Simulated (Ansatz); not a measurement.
# Resistivity from frozen vibrations: Ru(0001) with 2 thermally displaced layers, 2x2, part 2 of 2

Wanted: the phonon-limited resistivity of Ru at 800 K by the Landauer route.

Ansatz 0.2.0; Ansatz plane-wave DFT, PBE, PAW files; ballistic transport by layer matching (Landauer), zero bias; PAW set soft_1.

So far. Step 2 (With 2 displaced layers): Over the solved energies the transmission per spin lies between 4.74 and 5.03, out of 5.32 channels of the lead on average (up to 5.64).

## (3) With 6 displaced layers

Each atom of 6 layers is moved at random, by amounts drawn from a normal law 0.057 Å wide in each direction from the Debye model (600 K) at 800 K. A fresh draw is used; the growth of the resistance with length is what counts.

System of this step: Ru(0001) with 6 thermally displaced layers, 2x2. The cell holds 64 atoms: 64 Ru. Cell: a = 5.412 Å, b = 5.412 Å, c = 34.255 Å, α = 90.0°, β = 90.0°, γ = 120.0°. It derives from Ru. Regions: lead, 40 atoms (40 Ru); scattering region, 24 atoms (24 Ru). The structure is stacked along c, and the current runs across the ab planes.

Input file input.yaml:

```yaml
crystal:
  lattice:
    - [5.4116, 0.0, 0.0]
    - [-2.7058, 4.6865830751, 0.0]
    - [0.0, 0.0, 34.2552]
  atoms:
    - { symbol: Ru, position: [0.1666666667, 0.3333333333, 0.03125] }
    - { symbol: Ru, position: [0.1666666667, 0.8333333333, 0.03125] }
    - { symbol: Ru, position: [0.6666666667, 0.3333333333, 0.03125] }
    - { symbol: Ru, position: [0.6666666667, 0.8333333333, 0.03125] }
    - { symbol: Ru, position: [0.3333333333, 0.1666666667, 0.09375] }
    - { symbol: Ru, position: [0.3333333333, 0.6666666667, 0.09375] }
    - { symbol: Ru, position: [0.8333333333, 0.1666666667, 0.09375] }
    - { symbol: Ru, position: [0.8333333333, 0.6666666667, 0.09375] }
    - { symbol: Ru, position: [0.1666666667, 0.3333333333, 0.15625] }
    - { symbol: Ru, position: [0.1666666667, 0.8333333333, 0.15625] }
    - { symbol: Ru, position: [0.6666666667, 0.3333333333, 0.15625] }
    - { symbol: Ru, position: [0.6666666667, 0.8333333333, 0.15625] }
    - { symbol: Ru, position: [0.3333333333, 0.1666666667, 0.21875] }
    - { symbol: Ru, position: [0.3333333333, 0.6666666667, 0.21875] }
    - { symbol: Ru, position: [0.8333333333, 0.1666666667, 0.21875] }
    - { symbol: Ru, position: [0.8333333333, 0.6666666667, 0.21875] }
    - { symbol: Ru, position: [0.1666666667, 0.3333333333, 0.28125] }
    - { symbol: Ru, position: [0.1666666667, 0.8333333333, 0.28125] }
    - { symbol: Ru, position: [0.6666666667, 0.3333333333, 0.28125] }
    - { symbol: Ru, position: [0.6666666667, 0.8333333333, 0.28125] }
    - { symbol: Ru, position: [0.3434218314, 0.1678101483, 0.3425127573] }
    - { symbol: Ru, position: [0.3208405997, 0.6610992983, 0.3441164224] }
    - { symbol: Ru, position: [0.8214263472, 0.1641224417, 0.3434850368] }
    - { symbol: Ru, position: [0.8403358237, 0.6692775886, 0.3443413688] }
    - { symbol: Ru, position: [0.1589912716, 0.3317568288, 0.4075545983] }
    - { symbol: Ru, position: [0.1747407385, 0.8180191842, 0.4087692911] }
    - { symbol: Ru, position: [0.6855951133, 0.3428365077, 0.4066900755] }
    - { symbol: Ru, position: [0.6722269729, 0.8510673953, 0.4095120278] }
    - { symbol: Ru, position: [0.3603088363, 0.1826624149, 0.4693447098] }
    - { symbol: Ru, position: [0.3205783486, 0.6666124906, 0.4698424272] }
    - { symbol: Ru, position: [0.8221652567, 0.1714725787, 0.4694653278] }
    - { symbol: Ru, position: [0.8334638641, 0.6522641128, 0.4676488736] }
    - { symbol: Ru, position: [0.1549552368, 0.3191049072, 0.5341444483] }
    - { symbol: Ru, position: [0.1634436078, 0.8373346262, 0.5308197145] }
    - { symbol: Ru, position: [0.6913761193, 0.3493930257, 0.5323039498] }
    - { symbol: Ru, position: [0.6437722803, 0.8339661673, 0.5323877089] }
    - { symbol: Ru, position: [0.3401507879, 0.159150997, 0.5967819737] }
    - { symbol: Ru, position: [0.3154013765, 0.6586204304, 0.5953059985] }
    - { symbol: Ru, position: [0.846027711, 0.1910219825, 0.5940637111] }
    - { symbol: Ru, position: [0.8243673727, 0.6620743212, 0.5919342449] }
    - { symbol: Ru, position: [0.1570420274, 0.3410010959, 0.6572171067] }
    - { symbol: Ru, position: [0.1757138039, 0.8241549821, 0.6590608109] }
    - { symbol: Ru, position: [0.6732142994, 0.3524830302, 0.6555298095] }
    - { symbol: Ru, position: [0.6604384925, 0.8363714996, 0.657966421] }
    - { symbol: Ru, position: [0.3333333333, 0.1666666667, 0.71875] }
    - { symbol: Ru, position: [0.3333333333, 0.6666666667, 0.71875] }
    - { symbol: Ru, position: [0.8333333333, 0.1666666667, 0.71875] }
    - { symbol: Ru, position: [0.8333333333, 0.6666666667, 0.71875] }
    - { symbol: Ru, position: [0.1666666667, 0.3333333333, 0.78125] }
    - { symbol: Ru, position: [0.1666666667, 0.8333333333, 0.78125] }
    - { symbol: Ru, position: [0.6666666667, 0.3333333333, 0.78125] }
    - { symbol: Ru, position: [0.6666666667, 0.8333333333, 0.78125] }
    - { symbol: Ru, position: [0.3333333333, 0.1666666667, 0.84375] }
    - { symbol: Ru, position: [0.3333333333, 0.6666666667, 0.84375] }
    - { symbol: Ru, position: [0.8333333333, 0.1666666667, 0.84375] }
    - { symbol: Ru, position: [0.8333333333, 0.6666666667, 0.84375] }
    - { symbol: Ru, position: [0.1666666667, 0.3333333333, 0.90625] }
    - { symbol: Ru, position: [0.1666666667, 0.8333333333, 0.90625] }
    - { symbol: Ru, position: [0.6666666667, 0.3333333333, 0.90625] }
    - { symbol: Ru, position: [0.6666666667, 0.8333333333, 0.90625] }
    - { symbol: Ru, position: [0.3333333333, 0.1666666667, 0.96875] }
    - { symbol: Ru, position: [0.3333333333, 0.6666666667, 0.96875] }
    - { symbol: Ru, position: [0.8333333333, 0.1666666667, 0.96875] }
    - { symbol: Ru, position: [0.8333333333, 0.6666666667, 0.96875] }
kpoints:
  mp_grid: { grid: [5, 5, 1] }
hamiltonian:
  xc: pbe
  pseudopotentials: { kind: paw, azcp: { folder: soft_1 } }
scf:
  occupations: { method: fermi_dirac, width: 0.1 }
output:
  transmission:
    leads: [[0, 8]]
    kmesh: [10, 10]
    e_range: [-0.05, 0.05]
    de: 0.05
  write_potential: true
  write_density: true
  volumetric_format: npy
```

On the command line:

```bash
> ansatz run input.yaml --threads 4 --pin off --max-ram 15360MiB --backend cpu --events-out ev --progress --plain --runs-dir out
```

Numbers of over 12 decimals in the logs are rounded to 6 here.

Log:

```text
[...]
Crystal: 64 atoms, lattice volume = 868.777 Å³
Basis set: ecut = 420 eV, 16909 PW (Γ)
Bands: 615, of which v1, the nominal top of the filled ones, is band 512 counted from 1 (511 counted from 0)
Symmetry: 1 space group operations
[...]
k-points: 13 of 25 (time reversal used)
[...]
SCF iter   1: F=—  HF=-376277.074301 eV  |F-HF|=—  |Δ(HF+E_count)|=         —  Δρ=1.21e-1  dr2=1.24e2  ethr=3.10e-3  ⟨swp⟩=5.0  Hψ=25833  notcnv=0
[...]
SCF iter   9: F=-376237.755826 eV  HF=-376237.755826 eV  |F-HF|=1.51e-8  |Δ(HF+E_count)|=   1.34e-9  Δρ=1.29e-6  dr2=2.18e-8  ethr=9.77e-12  ⟨swp⟩=7.3  Hψ=17126  notcnv=0
SCF 1 converged in 9 iterations: F = -376237.755826 eV  dr2 = 2.18e-8
[...]
transmission: 329 of 3276 steps passed
transmission: 656 of 3276 steps passed
[...]
transmission: 3276 of 3276 steps passed
SCF converged after 9 iterations
Free energy (F): -376237.755826 eV
[...]
Internal energy: -376235.710495 eV  (E = F + TS)
E sigma→0 (E₀):  -376236.733161 eV
Entropy (-TS):   -2.045331 eV (-31.958 meV/atom)
Fermi energy:    23.372583 eV
[...]
--- Band table (eV; the first three rows and the last of 13) ---
  k-point 0: bands = [... 508 lower, 24.1068, 24.1161, 24.1271, 24.1512, 24.1666, 24.1764, 24.2640, 24.2768, ... 99 higher]
  k-point 1: bands = [... 508 lower, 23.5262, 23.7976, 23.8319, 23.8581, 23.8687, 23.8863, 23.8923, 23.9137, ... 99 higher]
  k-point 2: bands = [... 508 lower, 23.0635, 23.1104, 23.1440, 23.1639, 23.2040, 23.2457, 23.3154, 23.3422, ... 99 higher]
  k-point 12: bands = [... 508 lower, 23.2424, 23.2698, 23.2899, 23.3258, 23.3353, 23.3911, 23.4059, 23.4346, ... 99 higher]
--- Transmission ---
  basis      : 223 plane waves across, 63 finite elements along
  points     : 52, standing for a mesh of 10 x 10
[...]
channels       : 5.280000e0 a spin
[...]
junction   : crystal 0 to crystal 0, 0.70 to 30.67 Å
    transmission   : 4.289709e0 a spin
[...]
```

Wall time 15 min (4 threads of Intel Xeon Platinum 8259CL at 2.50GHz (Skylake/Cascade Lake), shared host); peak memory 10 GiB.

This step gave:

```
free energy                                    : -376237.7558 eV
energy at zero smearing                        : -376236.7332 eV
Fermi energy                                   : 23.37 eV
transmission per spin nearest the Fermi level  : 4.290
open channels per spin nearest the Fermi level : 5.28
step of the lead's potential                   : 3.9 meV
```

Per spin. Table of transmission, zone mean by energy, zero at the Fermi level:

```
energy (eV)  transmission, zone mean
    -0.0500                     4.30
     0.0000                     4.29
     0.0500                     4.46
```

Over the solved energies the transmission per spin lies between 4.29 and 4.46, out of 5.5 channels of the lead on average (up to 6.06).

## (4) With 10 displaced layers

Each atom of 10 layers is moved at random, by amounts drawn from a normal law 0.057 Å wide in each direction from the Debye model (600 K) at 800 K. A fresh draw is used; the growth of the resistance with length is what counts.

System of this step: Ru(0001) with 10 thermally displaced layers, 2x2. The cell holds 80 atoms: 80 Ru. Cell: a = 5.412 Å, b = 5.412 Å, c = 42.819 Å, α = 90.0°, β = 90.0°, γ = 120.0°. It derives from Ru. Regions: lead, 40 atoms (40 Ru); scattering region, 40 atoms (40 Ru). The structure is stacked along c, and the current runs across the ab planes.

Input file input.yaml:

```yaml
crystal:
  lattice:
    - [5.4116, 0.0, 0.0]
    - [-2.7058, 4.6865830751, 0.0]
    - [0.0, 0.0, 42.819]
  atoms:
    - { symbol: Ru, position: [0.1666666667, 0.3333333333, 0.025] }
    - { symbol: Ru, position: [0.1666666667, 0.8333333333, 0.025] }
    - { symbol: Ru, position: [0.6666666667, 0.3333333333, 0.025] }
    - { symbol: Ru, position: [0.6666666667, 0.8333333333, 0.025] }
    - { symbol: Ru, position: [0.3333333333, 0.1666666667, 0.075] }
    - { symbol: Ru, position: [0.3333333333, 0.6666666667, 0.075] }
    - { symbol: Ru, position: [0.8333333333, 0.1666666667, 0.075] }
    - { symbol: Ru, position: [0.8333333333, 0.6666666667, 0.075] }
    - { symbol: Ru, position: [0.1666666667, 0.3333333333, 0.125] }
    - { symbol: Ru, position: [0.1666666667, 0.8333333333, 0.125] }
    - { symbol: Ru, position: [0.6666666667, 0.3333333333, 0.125] }
    - { symbol: Ru, position: [0.6666666667, 0.8333333333, 0.125] }
    - { symbol: Ru, position: [0.3333333333, 0.1666666667, 0.175] }
    - { symbol: Ru, position: [0.3333333333, 0.6666666667, 0.175] }
    - { symbol: Ru, position: [0.8333333333, 0.1666666667, 0.175] }
    - { symbol: Ru, position: [0.8333333333, 0.6666666667, 0.175] }
    - { symbol: Ru, position: [0.1666666667, 0.3333333333, 0.225] }
    - { symbol: Ru, position: [0.1666666667, 0.8333333333, 0.225] }
    - { symbol: Ru, position: [0.6666666667, 0.3333333333, 0.225] }
    - { symbol: Ru, position: [0.6666666667, 0.8333333333, 0.225] }
    - { symbol: Ru, position: [0.3314684124, 0.1595448168, 0.2732144819] }
    - { symbol: Ru, position: [0.3216274289, 0.6727808521, 0.2763175698] }
    - { symbol: Ru, position: [0.8250689189, 0.1535990516, 0.27616225] }
    - { symbol: Ru, position: [0.8155096651, 0.6579935429, 0.275826739] }
    - { symbol: Ru, position: [0.1453143973, 0.3380327882, 0.3242256822] }
    - { symbol: Ru, position: [0.167357388, 0.8324125675, 0.3252690677] }
    - { symbol: Ru, position: [0.669366702, 0.3241092007, 0.3268917029] }
    - { symbol: Ru, position: [0.6794462245, 0.8435957442, 0.326550742] }
    - { symbol: Ru, position: [0.3467627508, 0.1769332862, 0.3751006351] }
    - { symbol: Ru, position: [0.3174830415, 0.6650240986, 0.3739755725] }
    - { symbol: Ru, position: [0.8199185922, 0.1698102557, 0.3742431103] }
    - { symbol: Ru, position: [0.8161427596, 0.6539805326, 0.3753573341] }
    - { symbol: Ru, position: [0.1784873552, 0.3494185254, 0.4249814759] }
    - { symbol: Ru, position: [0.186168897, 0.8503892309, 0.4265311746] }
    - { symbol: Ru, position: [0.6492239022, 0.3482779452, 0.425452124] }
    - { symbol: Ru, position: [0.6733881271, 0.8378486122, 0.425509551] }
    - { symbol: Ru, position: [0.3345151516, 0.1623011656, 0.4724684205] }
    - { symbol: Ru, position: [0.3272981352, 0.65689079, 0.4764379832] }
    - { symbol: Ru, position: [0.8307992539, 0.1676819864, 0.4738689498] }
    - { symbol: Ru, position: [0.827884522, 0.6665263888, 0.4730225728] }
    - { symbol: Ru, position: [0.1691888672, 0.3320431651, 0.5234214934] }
    - { symbol: Ru, position: [0.1445248912, 0.8395736415, 0.5246038369] }
    - { symbol: Ru, position: [0.6596476042, 0.3304609592, 0.5274182099] }
    - { symbol: Ru, position: [0.6666688649, 0.8343868927, 0.5230203127] }
    - { symbol: Ru, position: [0.3562654305, 0.1778261715, 0.5764203725] }
    - { symbol: Ru, position: [0.3394101822, 0.6778160372, 0.5754938283] }
    - { symbol: Ru, position: [0.8388668276, 0.1648155274, 0.5730378654] }
    - { symbol: Ru, position: [0.8324032714, 0.643131545, 0.5746805808] }
    - { symbol: Ru, position: [0.1581701069, 0.3206489135, 0.625816229] }
    - { symbol: Ru, position: [0.1618996436, 0.828019657, 0.6256920468] }
    - { symbol: Ru, position: [0.670093749, 0.3502276458, 0.6254678797] }
    - { symbol: Ru, position: [0.6498461, 0.8096850298, 0.6232590347] }
    - { symbol: Ru, position: [0.3444737792, 0.166051164, 0.6746230857] }
    - { symbol: Ru, position: [0.3428421225, 0.6510656663, 0.6742203346] }
    - { symbol: Ru, position: [0.8319211444, 0.1737983499, 0.6741166592] }
    - { symbol: Ru, position: [0.8171100575, 0.6471430623, 0.6759709569] }
    - { symbol: Ru, position: [0.1722610731, 0.3275391118, 0.7252174487] }
    - { symbol: Ru, position: [0.1501811443, 0.8275946193, 0.7268344171] }
    - { symbol: Ru, position: [0.682146994, 0.3614345323, 0.7239520383] }
    - { symbol: Ru, position: [0.6715901482, 0.830955375, 0.7257532532] }
    - { symbol: Ru, position: [0.3333333333, 0.1666666667, 0.775] }
    - { symbol: Ru, position: [0.3333333333, 0.6666666667, 0.775] }
    - { symbol: Ru, position: [0.8333333333, 0.1666666667, 0.775] }
    - { symbol: Ru, position: [0.8333333333, 0.6666666667, 0.775] }
    - { symbol: Ru, position: [0.1666666667, 0.3333333333, 0.825] }
    - { symbol: Ru, position: [0.1666666667, 0.8333333333, 0.825] }
    - { symbol: Ru, position: [0.6666666667, 0.3333333333, 0.825] }
    - { symbol: Ru, position: [0.6666666667, 0.8333333333, 0.825] }
    - { symbol: Ru, position: [0.3333333333, 0.1666666667, 0.875] }
    - { symbol: Ru, position: [0.3333333333, 0.6666666667, 0.875] }
    - { symbol: Ru, position: [0.8333333333, 0.1666666667, 0.875] }
    - { symbol: Ru, position: [0.8333333333, 0.6666666667, 0.875] }
    - { symbol: Ru, position: [0.1666666667, 0.3333333333, 0.925] }
    - { symbol: Ru, position: [0.1666666667, 0.8333333333, 0.925] }
    - { symbol: Ru, position: [0.6666666667, 0.3333333333, 0.925] }
    - { symbol: Ru, position: [0.6666666667, 0.8333333333, 0.925] }
    - { symbol: Ru, position: [0.3333333333, 0.1666666667, 0.975] }
    - { symbol: Ru, position: [0.3333333333, 0.6666666667, 0.975] }
    - { symbol: Ru, position: [0.8333333333, 0.1666666667, 0.975] }
    - { symbol: Ru, position: [0.8333333333, 0.6666666667, 0.975] }
kpoints:
  mp_grid: { grid: [5, 5, 1] }
hamiltonian:
  xc: pbe
  pseudopotentials: { kind: paw, azcp: { folder: soft_1 } }
scf:
  occupations: { method: fermi_dirac, width: 0.1 }
output:
  transmission:
    leads: [[0, 8]]
    kmesh: [10, 10]
    e_range: [-0.05, 0.05]
    de: 0.05
  write_potential: true
  write_density: true
  volumetric_format: npy
```

Log:

```text
[...]
Crystal: 80 atoms, lattice volume = 1085.972 Å³
Basis set: ecut = 420 eV, 21185 PW (Γ)
Bands: 768, of which v1, the nominal top of the filled ones, is band 640 counted from 1 (639 counted from 0)
Symmetry: 1 space group operations
[...]
k-points: 13 of 25 (time reversal used)
[...]
SCF iter   1: F=—  HF=-470345.407559 eV  |F-HF|=—  |Δ(HF+E_count)|=         —  Δρ=1.21e-1  dr2=1.55e2  ethr=3.10e-3  ⟨swp⟩=5.0  Hψ=32409  notcnv=0  defer=24
[...]
SCF iter   9: F=-470296.349078 eV  HF=-470296.349079 eV  |F-HF|=2.82e-8  |Δ(HF+E_count)|=   5.01e-9  Δρ=1.46e-6  dr2=3.82e-8  ethr=7.81e-12  ⟨swp⟩=7.5  Hψ=21323  notcnv=0
SCF 1 converged in 9 iterations: F = -470296.349078 eV  dr2 = 3.82e-8
[...]
transmission: 437 of 4368 steps passed
transmission: 875 of 4368 steps passed
[...]
transmission: 4368 of 4368 steps passed
SCF converged after 9 iterations
Free energy (F): -470296.349078 eV
[...]
Internal energy: -470293.827065 eV  (E = F + TS)
E sigma→0 (E₀):  -470295.088072 eV
Entropy (-TS):   -2.522014 eV (-31.525 meV/atom)
Fermi energy:    23.370425 eV
[...]
--- Band table (eV; the first three rows and the last of 13) ---
  k-point 0: bands = [... 636 lower, 24.2322, 24.2767, 24.2988, 24.3008, 24.3471, 24.3622, 24.3827, 24.3909, ... 124 higher]
  k-point 1: bands = [... 636 lower, 23.6287, 23.6391, 23.6699, 23.8037, 23.8216, 23.8436, 23.8642, 23.8739, ... 124 higher]
  k-point 2: bands = [... 636 lower, 23.1422, 23.1630, 23.1782, 23.1813, 23.2056, 23.2194, 23.2635, 23.2861, ... 124 higher]
  k-point 12: bands = [... 636 lower, 23.1920, 23.2661, 23.3123, 23.3256, 23.3399, 23.3496, 23.3600, 23.3839, ... 124 higher]
--- Transmission ---
  basis      : 223 plane waves across, 84 finite elements along
  points     : 52, standing for a mesh of 10 x 10
[...]
channels       : 5.280000e0 a spin
[...]
junction   : crystal 0 to crystal 0, 0.70 to 39.24 Å
    transmission   : 3.650763e0 a spin
[...]
```

Elapsed: 26 min, on 4 threads; peak memory 8.5 GiB.

This step gave:

| Property | Result |
| --- | --- |
| free energy | -470296.3491 eV |
| energy at zero smearing | -470295.0881 eV |
| transmission per spin nearest the Fermi level | 3.651 |
| step of the lead's potential | 6.6 meV |

Per spin. Transmission, zone mean against energy, zero at the Fermi level:

```
energy (eV)  transmission, zone mean
    -0.0500                     3.70
     0.0000                     3.65
     0.0500                     3.74
```

Over the solved energies the transmission per spin lies between 3.65 and 3.74, out of 5.45 channels of the lead on average (up to 5.91).

## (5) Resistance against length

This step: Ansatz plane-wave DFT, PBE, PAW files; ballistic transport by layer matching (Landauer), zero bias; resistivity from the slope of the area resistance; PAW set soft_1 (Ansatz 0.2.0).

Numbers from this step:

```
resistivity           : 13.34 µΩ cm
intercept             : -0.004715 fΩ m²
scatter about the fit : 0.006343 fΩ m²
```

Resistance, by row:

```
run  length (Å)      T  channels N  RA (fΩ m²)
 n2       4.282   4.87        5.32     0.05688
 n6       12.85  4.348         5.5      0.1577
n10       21.41  3.695        5.45      0.2853
```

Table of area resistance by length of the displaced region:

```
length of the displaced region (Å)  area resistance (fΩ m²)
                              4.28                   0.0569
                             12.85                    0.158
                             21.41                    0.285
```

The area resistance goes from 0.057 to 0.29 fΩ m² between 4.3 and 21.4 Å, a slope of 13 µΩ cm.

By hand from the end points: (0.2853 − 0.05688) fΩ m² / (21.41 − 4.28) Å = 13 µΩ cm, since 1 fΩ m² per Å is 1000 µΩ cm.

## (6) Outcome

* resistivity from the slope: 13.3 µΩ cm
* area resistance over 4.28 Å: 0.0569 fΩ m²
* area resistance over 12.8 Å: 0.158 fΩ m²
* area resistance over 21.4 Å: 0.285 fΩ m²

What this shows: The slope gives 13 µΩ cm. The points scatter by 0.0063 fΩ m² about the line, with one random draw a length in a 2x2 cell, so the slope is a rough value. The mean square of the displacements drawn is 0.73, 0.99 and 0.93 of the nominal one at the three lengths; with each resistance scaled back by that, the slope is 13 µΩ cm, the value used below. The lead's own channel count moves between the runs (5.32, 5.5 and 5.45), which shifts RA and the slope too. Read with a model of isotropic scattering on a spherical Fermi surface and the lead's 1.6×10¹⁵ S/m², this slope means a mean free path near 37 Å; over these lengths the model's slope is 1.08 times its bulk resistivity, which would be 12 µΩ cm. Uncorrelated displacements put too much weight on short waves, which scatter strongly; with the sideways repeat of a small cell, one draw and three short lengths, the method is good to a factor of two or three.

[Logs are printed without paths, hosts, clocks, repeated set-up lines and the standing remarks that a program may print on its own settings, such as how far it seeks lower states.]

[Hosts, paths, dates, database ids (printed as entryN), source tags and the programs' standing remarks are cut or masked in the printed files.]
